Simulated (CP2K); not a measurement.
Consider 2-borylthiazole at its PBE geometry (Å).

```xyz
10

B     2.1854    0.1329   -0.0502
C     0.6652    0.0313   -0.0134
N    -0.0726   -1.0832    0.0135
C    -1.3991   -0.8078    0.0384
C    -1.7359    0.5417    0.0326
S    -0.3304    1.4855   -0.0074
H     2.7019    1.2120   -0.0780
H     2.8365   -0.8680   -0.0502
H    -2.1207   -1.6226    0.0626
H    -2.7304    0.9781    0.0520
```

Method: CP2K XAS_TDP, all-electron GAPW, PBEh(45%), aug-cc-pVDZ, TDA, GW2X-corrected core level, ZORA, spin–orbit coupling.

**Question.** Predict the bright core excitations at the S L₂,₃ edge.

Leading lines: S6 167.55 eV. The leading line of an atom is its first one with 35 % of the strongest within 2.5 eV of its lowest line over the strength cut. Core ionisation energies at this level: S6 171.58/171.68/172.75 eV; the 2p½ level lies 1.12 eV above the 2p3/2 pair.

The first six lines of each atom with a strength over 0.0003:

```csv
atom,energy (eV),states,"strength, one atom",above the computed threshold
S6 (bonded to 2 C),167.55,1,0.0021,
,167.84,1,0.0019,
,168.62,2,0.0017,
,168.91,1,0.0030,
,169.32,1,0.0008,
,169.35,4,0.0004,
```

Lines are vertical, at one geometry, with no vibrational structure. GW2X ionisation energies and lines can be off by 1 to 2 eV either way, and a good line position may hide errors that cancel. Rydberg lines, and the discretised continuum above threshold, depend on the basis and the box.

[Banner, clock and machine lines of the logs are left out without a mark of their own.]

[Logs are printed without paths, hosts, clocks, repeated set-up lines and the standing remarks that a program may print on its own settings, such as how far it seeks lower states.]

[Hosts, paths, dates, database ids (printed as entryN), source tags and the programs' standing remarks are cut or masked in the printed files.]
